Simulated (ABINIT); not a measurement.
# WS2 (Tungstenite): G0W0 with ABINIT, start to end, part 2 of 2

Aim: the G0W0 gap of WS2 (Tungstenite) on PBE with spin-orbit coupling, step by step.

ABINIT 10.8.3; PBE and many-body steps on it, plane waves. Known limits of the many-body steps: not at the basis limit; screening head approximate; coarse k mesh.

So far. Step 2 (Ground state): The gap is indirect, with the least direct gap 0.71 eV higher. Step 3 (Empty states on the mesh, 3×3×1 mesh, 578 bands): On this mesh the gap is 1.233 eV. The earlier step found 0.935 eV, so this mesh misses an edge.

## (4) Screening, 3×3×1 mesh, 526 bands, screening to 182.3 eV

The RPA dielectric matrix is built and inverted for each q.

This step: RPA screening on PBE with spin-orbit coupling, plane waves, norm-conserving pseudopotentials.

File run.abi:

```
acell 3*1.0 Angstrom
rprim 
  3.153199999992 0.000000000002 0.000000000000
  -1.576599999998 2.730751303206 0.000000000000
  0.000000000000 0.000000000000 12.323000000000
ntypat 2
znucl 74 16
natom 6
typat 1 1 2 2 2 2
xred 
  0.333333333333 0.666666666667 0.250000000000
  0.666666666667 0.333333333333 0.750000000000
  0.333333333333 0.666666666667 0.622500000000
  0.666666666667 0.333333333333 0.122500000000
  0.333333333333 0.666666666667 0.877500000000
  0.666666666667 0.333333333333 0.377500000000
pp_dirpath "pseudos"
pseudos "W.upf, S.upf"
ecut 31
nspinor 2
ngkpt 3 3 1
nshiftk 1
shiftk 0 0 0
kptopt 1
chksymbreak 0
istwfk *1
occopt 1
irdwfk 1
optdriver 3
nband 526
ecuteps 6.7
inclvkb 0
awtr 1
symchi 1
indata_prefix "in"
outdata_prefix "out"
tmpdata_prefix "tmp"
```

The run is started by

```sh
$ OMP_NUM_THREADS=1 mpirun -n 4 abinit run.abi > log
```

Numbers of over 12 decimals in the logs are rounded to 6 here.

What it wrote:

```text
.Version 10.8.3 of ABINIT. v10.8.2 released Aug 2026.

 Symmetries : space group P6_3/m m c (#194); Bravais hP (primitive hexag.)
[... echo of the input left out ...]
== DATASET  1 ==================================================================
-   mpi_nproc: 4, omp_nthreads: 1 (-1 if OMP is not activated)

--- !DatasetInfo
iteration_state: {dtset: 1, }
dimensions: {natom: 6, nkpt: 3, mband: 526, nsppol: 1, nspinor: 2, nspden: 1, mpw: 5917, }
cutoff_energies: {ecut:  31.0, pawecutdg:  -1.0, }
electrons: {nelect:   5.20000000E+01, charge:   0.00000000E+00, occopt:   1.00000000E+00, tsmear:   1.00000000E-02, }

 SCREENING: Calculation of the susceptibility and dielectric matrices

 Based on a program developped by R.W. Godby, V. Olevano, G. Onida, and L. Reining.
 Incorporated in ABINIT by V. Olevano, G.-M. Rignanese, and M. Torrent.
.Using double precision arithmetic ; gwpc =  8

[... cell and pseudopotentials left out ...]
--------------------------------------------------------------------------------

 ==== K-mesh for the wavefunctions ====
 Number of points in the irreducible wedge :     3
[... list of points left out ...]
 Together with 24 symmetry operations and time-reversal symmetry
 yields     9 points in the full Brillouin Zone.

 ==== Q-mesh for the screening function ====
 Number of points in the irreducible wedge :     3
[... list of points left out ...]
 Together with 24 symmetry operations and time-reversal symmetry
 yields     9 points in the full Brillouin Zone.

 setmesh: FFT mesh size selected  =    20x   20x   90
          total number of points  =        36000

 vcoul_init : cutoff-mode = AUXILIARY_FUNCTION
 q-points for optical limit:   1
     1)      0.000010    0.000020    0.000030

- screening: taking advantage of time-reversal symmetry
- Maximum band index for partially occupied states nbvw = 52
- Remaining bands to be divided among processors   nbcw = 474
- Number of bands treated by each node ~118

 Number of electrons calculated from density =   52.0000; Expected =   52.0000
 average of density, n =  0.072620
 r_s =    1.4869
 omega_plasma =   25.9946 [eV]

 calculating chi0 at frequencies [eV] :
  1    0.000000E+00    0.000000E+00
  2    0.000000E+00    2.599465E+01

--------------------------------------------------------------------------------
  q-point number  1        q = ( 0.000000, 0.000000, 0.000000) [r.l.u.]
--------------------------------------------------------------------------------
[... chi0 elements left out ...]
 For q-point:  0.000010 0.000020 0.000030
  dielectric constant =  18.9087
  dielectric constant without local fields =  21.3490

  Average fulfillment of the sum rule on Im[epsilon] for q-point    1 :     89.35  [%]
[... wings left out ...]
  q-point number  2        q = ( 0.333333, 0.000000, 0.000000) [r.l.u.]
--------------------------------------------------------------------------------
[... chi0 elements left out ...]
  Average fulfillment of the sum rule on Im[epsilon] for q-point    2 :     87.06  [%]

 [... 1 further q-points ...]
```

Elapsed: 3.2 min, on 4 MPI ranks of Arm Neoverse V2, shared host; peak memory 3 GiB; 13 min of CPU time.

This step gave:

* ε∞ with local fields, on this mesh, along the program's q direction: 18.91
* the same without local fields: 21.35
* plasma frequency: 25.99 eV
* plane waves in the screening matrix: 603

Local fields lower ε∞ by 11 %. On a Γ-centred mesh this coarse the value itself is usually too large, while a short band sum pulls it down.

## (5) Self-energy, 3×3×1 mesh, 526 bands, screening to 182.3 eV

The self-energy is evaluated for the states that the input lists, and the levels follow from it, in one-shot runs by the linearised quasiparticle equation.

This step: G0W0 on PBE with spin-orbit coupling, plane waves, norm-conserving pseudopotentials.

run.abi: that of step 4 with these lines changed.

```diff
@@ -28,8 +28,17 @@
 irdwfk 1
-optdriver 3
+optdriver 4
 nband 526
+gwcalctyp 0
+ecutsigx 31
+symsigma 0
+nkptgw 2
+kptgw 
+  0.0000000000 0.0000000000 0.0000000000
+  0.3333333333 0.3333333333 0.0000000000
+bdgw 
+  49 56
+  49 56
 ecuteps 6.7
-inclvkb 0
-awtr 1
-symchi 1
+irdscr 1
+ppmodel 1
 indata_prefix "in"
```

What it wrote:

```text
.Version 10.8.3 of ABINIT. v10.8.2 released Aug 2026.

 Symmetries : space group P6_3/m m c (#194); Bravais hP (primitive hexag.)
[... echo of the input left out ...]
== DATASET  1 ==================================================================
-   mpi_nproc: 4, omp_nthreads: 1 (-1 if OMP is not activated)

--- !DatasetInfo
iteration_state: {dtset: 1, }
dimensions: {natom: 6, nkpt: 3, mband: 526, nsppol: 1, nspinor: 2, nspden: 1, mpw: 5917, }
cutoff_energies: {ecut:  31.0, pawecutdg:  -1.0, }
electrons: {nelect:   5.20000000E+01, charge:   0.00000000E+00, occopt:   1.00000000E+00, tsmear:   1.00000000E-02, }

 SIGMA: Calculation of the GW corrections

 Based on a program developped by R.W. Godby, V. Olevano, G. Onida, and L. Reining.
 Incorporated in ABINIT by V. Olevano, G.-M. Rignanese, and M. Torrent.
.Using double precision arithmetic ; gwpc =  8

[... cell and pseudopotentials left out ...]
--------------------------------------------------------------------------------

 ==== K-mesh for the wavefunctions ====
 Number of points in the irreducible wedge :     3
[... list of points left out ...]
 Together with 24 symmetry operations and time-reversal symmetry
 yields     9 points in the full Brillouin Zone.

 ==== Q-mesh for screening function ====
 Number of points in the irreducible wedge :     3
[... list of points left out ...]
 Together with 24 symmetry operations and time-reversal symmetry
 yields     9 points in the full Brillouin Zone.

 vcoul_init : cutoff-mode = AUXILIARY_FUNCTION
 q-points for optical limit:   1
     1)      0.000010    0.000020    0.000030
 setmesh: FFT mesh size selected  =    25x   25x  120
          total number of points  =        75000

 Number of electrons calculated from density =   52.0000; Expected =   52.0000
 average of density, n =  0.072620
 r_s =    1.4869
 omega_plasma =   25.9946 [eV]

 === KS Band Gaps ===
  >>>> For spin  1
   Minimum direct gap =   1.6490 [eV], located at k-point      :   0.3333  0.3333  0.0000
   Fundamental gap    =   1.2333 [eV], Top of valence bands at :   0.0000  0.0000  0.0000
                                       Bottom of conduction at :   0.3333  0.3333  0.0000
 SIGMA fundamental parameters:
 PLASMON POLE MODEL  1
 number of plane-waves for SigmaX                 5885
 number of plane-waves for SigmaC and W            603
 number of plane-waves for wavefunctions          5885
 number of bands                                   526
 number of independent spin polarizations            1
 number of spinorial components                      2
 number of k-points in IBZ                           3
 number of q-points in IBZ                           3
 number of symmetry operations                      24
 number of k-points in BZ                            9
 number of q-points in BZ                            9
 number of frequencies for dSigma/dE                 9
 frequency step for dSigma/dE [eV]                0.25
 number of omega for Sigma on real axis              0
 max omega for Sigma on real axis  [eV]           0.00
 zcut for avoiding poles [eV]                     0.10

 EPSILON^-1 parameters (SCR file):
 dimension of the eps^-1 matrix on file            603
 dimension of the eps^-1 matrix used               603
 number of plane-waves for wavefunctions          5885
 number of bands                                   526
 number of q-points in IBZ                           3
 number of frequencies                               2
 number of real frequencies                          1
 number of imag frequencies                          1

 matrix elements of self-energy operator (all in [eV])

 Perturbative Calculation

--- !SelfEnergy_ee
iteration_state: {dtset: 1, }
kpoint     : [   0.000,    0.000,    0.000, ]
spin       : 1
KS_gap     :    2.187
QP_gap     :    2.581
Delta_QP_KS:    0.394
data: !SigmaeeData |
     Band     E0 <VxcDFT>   SigX SigC(E0)      Z dSigC/dE  Sig(E)    E-E0       E
       49   8.334 -14.394 -15.648   1.065   0.788  -0.270 -14.543  -0.149   8.185
       50   8.334 -14.394 -15.648   1.065   0.788  -0.270 -14.543  -0.149   8.185
       51   9.534 -15.518 -16.393   0.791   0.783  -0.277 -15.584  -0.066   9.468
       52   9.534 -15.518 -16.393   0.791   0.783  -0.277 -15.584  -0.066   9.468
       53  11.721 -15.106 -10.613  -4.073   0.781  -0.281 -14.778   0.328  12.049
       54  11.721 -15.106 -10.613  -4.073   0.781  -0.281 -14.778   0.328  12.049
       55  11.743 -15.227 -10.393  -4.276   0.786  -0.272 -14.788   0.439  12.182
       56  11.743 -15.227 -10.393  -4.276   0.786  -0.272 -14.788   0.439  12.182

--- !SelfEnergy_ee
iteration_state: {dtset: 1, }
kpoint     : [   0.333,    0.333,    0.000, ]
spin       : 1
KS_gap     :    1.649
QP_gap     :    2.355
Delta_QP_KS:    0.706
data: !SigmaeeData |
     Band     E0 <VxcDFT>   SigX SigC(E0)      Z dSigC/dE  Sig(E)    E-E0       E
       49   8.651 -15.313 -16.657   1.231   0.785  -0.274 -15.401  -0.088   8.563
       50   8.651 -15.313 -16.657   1.231   0.785  -0.274 -15.401  -0.088   8.563
       51   9.118 -15.072 -16.199   0.987   0.786  -0.272 -15.182  -0.110   9.008
       52   9.118 -15.072 -16.199   0.987   0.786  -0.272 -15.182  -0.110   9.008
       53  10.767 -16.230 -11.163  -4.309   0.785  -0.274 -15.635   0.595  11.362
       54  10.767 -16.230 -11.163  -4.309   0.785  -0.274 -15.635   0.595  11.362
       55  10.814 -16.345 -11.258  -4.322   0.784  -0.275 -15.744   0.600  11.414
       56  10.814 -16.345 -11.258  -4.322   0.784  -0.275 -15.744   0.600  11.414

== END DATASET(S) ==============================================================
================================================================================

 -outvars: echo values of variables after computation  --------
           etotal      0.0000000000E+00
            nband         526
             nkpt           3
          spgroup         194
 [... the other variables as echoed above ...]

 Calculation completed.
```

It took 9.2 min on 4 MPI ranks; peak memory 2.7 GiB; 37 min of CPU time.

Numbers from this step:

| Item | Value |
| --- | --- |
| G0W0 gap on the points computed | 1.894 eV |
| starting gap on the mesh | 1.233 eV |
| k of the valence top | 0, 0, 0 |
| k of the conduction bottom | 0.3333, 0.3333, 0 |
| Z at the valence top | 0.783 |
| Z at the conduction bottom | 0.785 |
| least direct G0W0 gap on the computed points | 2.354 eV |

The gap on the mesh goes from 1.23 eV to 1.89 eV, a correction of +0.66 eV. The start differs from the 0.94 eV found before because the two sample other k points.

Limits: finite bands, cutoff and mesh; screening head approximate; coarse k mesh. v1 is the top filled band, c1 the lowest empty one. Levels before and after the correction, in eV, zero at the valence-band top of each column:

```
           conduction bottom  valence top
Kohn-Sham               1.23         0.00
     G0W0               1.89         0.00
```

|  | level | energy (eV) |
| --- | --- | --- |
| Kohn-Sham | Γ v3 | -1.200 |
| Kohn-Sham | Γ v2-v1 | 0.000 |
| Kohn-Sham | Γ c1-c2 | 2.187 |
| Kohn-Sham | Γ c3 | 2.210 |
| Kohn-Sham | (0.333 0.333 0) v3 | -0.883 |
| Kohn-Sham | (0.333 0.333 0) v2-v1 | -0.416 |
| Kohn-Sham | (0.333 0.333 0) c1-c2 | 1.233 |
| Kohn-Sham | (0.333 0.333 0) c3 | 1.281 |
| G0W0 | Γ v3 | -1.283 |
| G0W0 | Γ v2-v1 | 0.000 |
| G0W0 | Γ c1-c2 | 2.581 |
| G0W0 | Γ c3 | 2.714 |
| G0W0 | (0.333 0.333 0) v3 | -0.905 |
| G0W0 | (0.333 0.333 0) v2-v1 | -0.460 |
| G0W0 | (0.333 0.333 0) c1-c2 | 1.894 |
| G0W0 | (0.333 0.333 0) c3 | 1.946 |

## (6) Where the time went

Times are wall times on the hardware named with each run, good to a factor of about two.

```
                    step     time  share  memory (GiB)
            ground state  4.6 min   15 %          0.55
empty states on the mesh   14 min   46 %          0.77
               screening  3.2 min   10 %           3.0
             self-energy  9.2 min   29 %           2.7
```

## (7) Results

* PBE gap: 0.94 eV, indirect
* G0W0 gap on the mesh: 1.89 eV
* G0W0 gap over the zone (rigid shift): 1.60 eV
* GW settings: 3×3×1 mesh, 526 bands, screening to 182.3 eV, Godby-Needs plasmon pole
* known limits: not at the basis limit; screening head approximate; coarse k mesh

**Reading.** G0W0 moves the gap on the mesh from 1.23 eV to 1.89 eV (+0.66 eV), with Z of 0.78 and 0.79 at the edges. The mesh misses the band edges by 0.30 eV in all; a rigid shift gives 1.60 eV for the zone. Local fields lower the RPA ε∞ on this mesh from 21.35 to 18.91; a Γ-centred mesh this coarse tends to raise both, most where the direct gap is narrow, while a short band sum lowers them. Only 2 of the mesh's irreducible points were corrected, so a valley elsewhere could overtake. The dearest step here is «empty states on the mesh». Bands and cutoff are finite, so the gap is not at the basis limit. The miss can reach some tenths of an eV and take either sign; the mesh is an error of its own. In the G0W0 run levels were corrected at 2 k points alone, so a gap called «on the mesh» is the least over those, and an edge elsewhere would be missed. A denser mesh or path gives a starting gap of 0.94 eV: the GW mesh misses a band edge, so its gaps are not the fundamental one. The 3×3×1 mesh is coarse for this cell, which bears on the long-range parts of exchange and screening. The long-wavelength limit of the screening leaves out the non-local commutator, which shifts ε∞.

[Paths, hosts, dates, memory and timing lines, banners, echoed tables and standing remarks are left out of the program output.]

[Logs are printed without paths, hosts, clocks, repeated set-up lines and the standing remarks that a program may print on its own settings, such as how far it seeks lower states.]

[Runs of the session that timed out or met a known fault of the program may be left out.]

[Hosts, paths, dates, database ids (printed as entryN), source tags and the programs' standing remarks are cut or masked in the printed files.]

[G0W0 gaps are taken among the corrected bands and points alone; a level outside them can change the order at an edge.]

[Where Ansatz stands beside ABINIT at settings called matched, ABINIT's density can come from a denser mesh and the files from another edition; pairs whose starting gaps differed by over 0.03 eV were left out, so agreement reads better than it is.]
